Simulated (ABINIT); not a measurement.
Planning a run of ABINIT 10.8.3 on SrTiO3 (I4/mcm). The input:

```
acell 3*1.0 Angstrom
rprim 
  -2.755500000000 2.755500000000 3.898000000000
  2.755500000000 -2.755500000000 3.898000000000
  2.755500000000 2.755500000000 -3.898000000000
ntypat 3
znucl 38 22 8
natom 10
typat 1 1 2 2 3 3 3 3 3 3
xred 
  0.750000000000 0.250000000000 0.500000000000
  0.250000000000 0.750000000000 0.500000000000
  0.000000000000 0.000000000000 0.000000000000
  0.500000000000 0.500000000000 0.000000000000
  0.250000000000 0.250000000000 0.000000000000
  0.750000000000 0.750000000000 0.000000000000
  0.745100000000 0.245100000000 0.990200000000
  0.245100000000 0.254900000000 0.500000000000
  0.254900000000 0.754900000000 0.009800000000
  0.754900000000 0.745100000000 0.500000000000
pp_dirpath "pseudos"
pseudos "Sr.upf, Ti.upf, O.upf"
ecut 38
ngkpt 4 4 4
nshiftk 1
shiftk 0 0 0
kptopt 1
chksymbreak 0
istwfk *1
occopt 1
irdwfk 1
optdriver 4
nband 124
gwcalctyp 10
ecutsigx 38
symsigma 1
nkptgw 13
kptgw 
  0.0000000000 0.0000000000 0.0000000000
  0.2500000000 0.0000000000 0.0000000000
  0.5000000000 0.0000000000 0.0000000000
  0.2500000000 0.2500000000 0.0000000000
  0.5000000000 0.2500000000 0.0000000000
  -0.2500000000 0.2500000000 0.0000000000
  0.5000000000 0.5000000000 0.0000000000
  0.2500000000 0.2500000000 0.2500000000
  -0.2500000000 0.2500000000 0.2500000000
  0.5000000000 0.5000000000 0.2500000000
  -0.2500000000 0.5000000000 0.2500000000
  -0.2500000000 -0.2500000000 0.2500000000
  0.5000000000 0.5000000000 0.5000000000
bdgw 
  23 50
  23 50
  23 50
  23 50
  23 50
  23 50
  23 50
  23 50
  23 50
  23 50
  23 50
  23 50
  23 50
ecuteps 3.8
irdscr 1
ppmodel 1
irdqps 1
indata_prefix "in"
outdata_prefix "out"
tmpdata_prefix "tmp"
```

```sh
OMP_NUM_THREADS=1 mpirun -n 4 abinit run.abi > log
```

Estimate wall time and host memory on 4 MPI ranks of Arm Neoverse V1, shared host.

It took 42 min; on shared hardware allow 21 min to 85 min. Peak host memory was 12 GiB.

[Paths, hosts, dates, memory and timing lines, banners, echoed tables and standing remarks are left out of the program output.]

[Logs are printed without paths, hosts, clocks, repeated set-up lines and the standing remarks that a program may print on its own settings, such as how far it seeks lower states.]

[Runs of the session that timed out or met a known fault of the program may be left out.]

[Hosts, paths, dates, database ids (printed as entryN), source tags and the programs' standing remarks are cut or masked in the printed files.]

[G0W0 gaps are taken among the corrected bands and points alone; a level outside them can change the order at an edge.]

[Where Ansatz stands beside ABINIT at settings called matched, ABINIT's density can come from a denser mesh and the files from another edition; pairs whose starting gaps differed by over 0.03 eV were left out, so agreement reads better than it is.]
